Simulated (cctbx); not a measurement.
**What is wrong with this refinement?**

Cell a = 7.4120 Å, b = 10.7530 Å, c = 7.6150 Å, α = 90.00°, β = 90.00°, γ = 90.00°; space group Imma (no. 74).

The data are simulated with cctbx, not measured: Mo Kα, λ = 0.71073 Å, to d = 0.84 Å, 95 % of the full sphere, strongest reflection 40000 counts, noise from counting, a 6 % proportional error and a noise floor of 2 counts (s.d.); no absorption.

An isotropic refinement with weights 1/σ² prints:

```text
Rint 0.045, 308 unique reflections to 0.84 A
cycle     R1     wR2    GooF  max shift (A)
   1  0.7309  0.9514  29.979   0.02807
  12  0.0156  0.0586   1.847   0.04419
final R1 0.0154 wR2 0.0554 GooF 1.746  parameters 11  data/parameter 28.0
atom        x        y        z      Ueq    occ   su(xyz)  su(Uiso or U11)
Ce1    0.50000  0.50000  0.00000   0.0129  1.000  0.00000  0.0002
Ba1    0.00000  0.75000  0.97935   0.0105  1.000  0.00006  0.0002
S1     0.50000  0.75000  0.10097   0.0206  1.000  0.00025  0.0004
S2     0.25000  0.93890  0.75000   0.0162  1.000  0.00010  0.0003
S3     0.25193  0.32614  0.59934   0.9872  1.000  0.00286  0.0282
difference map: max 0.85 min -0.55 rms 0.19
Q1    0.0000  0.2500  0.7204    4    0.86  0.91 A from S1
Q2    0.2500  0.1199  0.2500    8    0.52  0.63 A from S2
Q3    0.0000  0.2500  0.2373    4    0.47  1.65 A from Ba1
Q4    0.2500  0.2500  0.2500    4    0.47  2.03 A from S2
Q5    0.0000  0.0184  0.8511    8    0.45  2.18 A from S2
Q6    0.0000  0.0161  0.7142    8    0.42  1.64 A from Ce1
```

Q: Accept it or mend it, and why?

Mend it. The fault: spurious atom: S3. Against the right model at the same level, R1 goes from 0.0122 to 0.0154 and GooF from 0.94 to 1.75 and S3 takes U = 0.99 Å². A site with no density behind it hides by a very large U or drifts. The fit had not settled when the cycles ran out.

The compound is BaCeS3. The right model at the same level gives:

```text
Rint 0.045, 308 unique reflections to 0.84 A
cycle     R1     wR2    GooF  max shift (A)
   1  0.1014  0.2930   9.172   0.05062
   2  0.0122  0.0300   0.940   0.00000
final R1 0.0122 wR2 0.0300 GooF 0.940  parameters 7  data/parameter 44.0
atom        x        y        z      Ueq    occ   su(xyz)  su(Uiso or U11)
Ce1    0.50000  0.50000  0.00000   0.0128  1.000  0.00000  0.0001
Ba1    0.00000  0.75000  0.97934   0.0104  1.000  0.00003  0.0001
S1     0.50000  0.75000  0.10088   0.0206  1.000  0.00013  0.0002
S2     0.25000  0.93891  0.75000   0.0162  1.000  0.00005  0.0002
difference map: max 0.51 min -0.45 rms 0.12
Q1    0.2500  0.1192  0.2500    8    0.53  0.63 A from S2
Q2    0.2500  0.2500  0.2500    4    0.42  2.03 A from S2
Q3    0.2660  0.2500  0.0172    8    0.40  1.95 A from S1
Q4    0.0000  0.2500  0.7022    4    0.39  0.77 A from S1
Q5    0.0000  0.2500  0.2393    4    0.37  1.66 A from Ba1
Q6    0.2500  0.9981  0.2500    8    0.37  0.68 A from S2
```

Isotropic U is held between 0.0001 and 1 Å² by the program, and listed peak heights are interpolated, so they can pass the grid's maximum.

This is a model crystal, built by substitution and not relaxed, with assumed displacement parameters.

[Middle refinement cycles are left out of these outputs.]

[Logs are printed without paths, hosts, clocks, repeated set-up lines and the standing remarks that a program may print on its own settings, such as how far it seeks lower states.]
